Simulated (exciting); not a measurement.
Consider MoS2, space group P6_3/mmc.

```xyz
6
Lattice="3.1690 0.0000 0.0000 -1.5845 2.7444 0.0000 0.0000 0.0000 12.3240" Properties=species:S:1:pos:R:3 pbc="T T T"
Mo    1.5845    0.9148    9.2430
Mo    0.0000    1.8296    3.0810
S     1.5845    0.9148    4.6461
S     0.0000    1.8296   10.8081
S     1.5845    0.9148    1.5159
S     0.0000    1.8296    7.6779
```

Absorber: atom 3, with nearest neighbours 3 Mo at 2.41 Å (site symmetry 3m). Method: exciting, all-electron LAPW+lo, PBE, exchange and screened direct term (singlet BSE), 5×5×1 shifted k points, 47 conduction bands, |G+q| up to 3 bohr⁻¹, full RPA screening with nempty = 78, Lorentzian half width 0.45 eV.

The database entry behind the starting cell differs from later determinations by our own check (about 0.3 % long), so it need not match the best structure at ambient conditions.

Question: Predict the S K near-edge structure at this level.

Bound core exciton? Undecided on this mesh: the first bright state (over 5 % of the brightest) lies at -0.29 eV from the Kohn–Sham onset and at -0.55 eV from the lowest bare transition of its own mesh. Maxima (height): -0.2 eV (1.00), 7.7 eV (0.24), 10.4 eV (0.27) and 18.7 eV (0.20).

Energy from the Kohn–Sham onset, core level to the lowest empty state found on the meshes used; Im ε in relative units:

```
E (eV)  Im ε
  -4.0  0.02
  -3.5  0.03
  -3.0  0.03
  -2.5  0.05
  -2.0  0.07
  -1.5  0.13
  -1.0  0.28
  -0.5  0.77
   0.0  0.88
   0.5  0.55
   1.0  0.42
   1.5  0.32
   2.0  0.25
   2.5  0.18
   3.0  0.10
   3.5  0.07
   4.0  0.06
   4.5  0.08
   5.0  0.11
   5.5  0.14
   6.0  0.16
   6.5  0.20
   7.0  0.22
   7.5  0.23
   8.0  0.23
   8.5  0.23
   9.0  0.22
   9.5  0.22
  10.0  0.24
  10.5  0.27
  11.0  0.23
  11.5  0.19
  12.0  0.16
  12.5  0.16
  13.0  0.16
  13.5  0.15
  14.0  0.15
  14.5  0.12
  15.0  0.11
  15.5  0.11
  16.0  0.11
  16.5  0.14
  17.0  0.15
  17.5  0.16
  18.0  0.16
  18.5  0.19
  19.0  0.18
  19.5  0.16
  20.0  0.15
```

A mesh of 25 points doesn't converge binding energies, and fine structure above the first lines is partly noise of the mesh. Exchange and the short-range direct term aren't converged in the kernel cutoff. The zero comes from the unshifted 6×6×1 ground-state mesh; it is exact only where the band minimum lies on that mesh. The Kohn–Sham onset, 2401 eV, is no photon energy (tabulated edge of the element: 2472 eV): the scale needs a rigid shift. Bands and screening come from semilocal DFT, whose small gap overscreens. Vibrations and energy-dependent lifetimes are left out. The structure is a published determination, not relaxed.

[Banner, clock and machine lines of the logs are left out without a mark of their own.]

[Logs are printed without paths, hosts, clocks, repeated set-up lines and the standing remarks that a program may print on its own settings, such as how far it seeks lower states.]

[Hosts, paths, dates, database ids (printed as entryN), source tags and the programs' standing remarks are cut or masked in the printed files.]
